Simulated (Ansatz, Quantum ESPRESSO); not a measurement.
## Equation of state of zinc blende SiC

How stiff is zinc blende SiC under hydrostatic load? Each row scales the relaxed cell evenly and relaxes the atoms. The phase is followed to these pressures whether or not it stays the stable one.

Calculated with Ansatz 0.2.0, r2SCAN, PAW files of the set soft_1, cutoff 600 eV, Fermi–Dirac smearing 0.02 eV, k-mesh 11×11×11, no spin polarisation, no spin-orbit coupling.

Reference cell, relaxed at zero pressure with r2SCAN (F-43m): a = 3.0805 Å, b = 3.0805 Å, c = 3.0805 Å, α = 60.00°, β = 60.00°, γ = 60.00°.

```
atom       x       y       z
  Si  0.0000  0.0000  0.0000
   C  0.7500  0.7500  0.7500
```

| V (Å³/atom) | V/V0 | P (GPa) | E − E0 (meV/atom) |
| --- | --- | --- | --- |
| 9.7153 | 0.9400 | 15.854 | 29.2 |
| 9.9220 | 0.9600 | 10.045 | 12.5 |
| 10.1287 | 0.9800 | 4.778 | 3.0 |
| 10.5422 | 1.0200 | −4.332 | 2.8 |
| 10.7489 | 1.0400 | −8.260 | 11.0 |

V0 = 10.3354 Å³ an atom, where the residual pressure P0 is 0.000 GPa. **Question.** Fit the Birch–Murnaghan law and give the pressure and the energy at V = 10.9556 Å³ an atom, a row left out above.

With the Eulerian strain f = ½[(V0/V)^(2/3) − 1] and F = (P − P0)/[3f(1 + 2f)^(5/2)], the third-order law is the line F = B0 + (3/2) B0 (B′ − 4) f.

| f | F (GPa) |
| --- | --- |
| 0.02106 | 226.39 |
| 0.01379 | 226.78 |
| 0.00678 | 227.14 |
| −0.00656 | 227.50 |
| −0.01291 | 227.74 |

A straight line through the 5 rows: the means are 0.004432 for f and 227.11 for F, Σ(Δx)² = 0.0007911 and ΣΔxΔy = −0.0302, so the slope is −0.0302/0.0007911 = −38.175 and the intercept 227.11 − (−38.175)(0.004432) = 227.28.

Hence B0 = 227.3 GPa and B′ = 4 + (−38.2)/(1.5 × 227.3) = 3.89. For the withheld volume f = −0.01905, F = 228.01 GPa and P = −11.83 GPa, an extrapolation past the fitted rows. The run itself gives −11.82 GPa, so the estimate misses by 0.01 GPa, a rounding's worth.

Integrating the same law gives E − E0 = (9/2) B0 V0 f²[1 + (B′ − 4) f] + P0(V0 − V), with 1 GPa Å³ = 6.2415 meV: 24.0 meV an atom. The run itself gives 24.0 meV, so the estimate misses by 0.0 meV, a rounding's worth.

The same fit over all rows at other levels or in other programs gives B0 = 222 GPa with PBEsol (Quantum ESPRESSO, GBRV), 221 GPa with PBEsol (Quantum ESPRESSO, PseudoDojo) and 229 GPa with LDA (Quantum ESPRESSO, GBRV).

Measured bulk modulus: 228 GPa (arxiv:1808.08201), against 227 GPa here (0 %).

The calculation is for a static lattice, while measurements hold thermal and zero-point motion.

[Logs are printed without paths, hosts, clocks, repeated set-up lines and the standing remarks that a program may print on its own settings, such as how far it seeks lower states.]
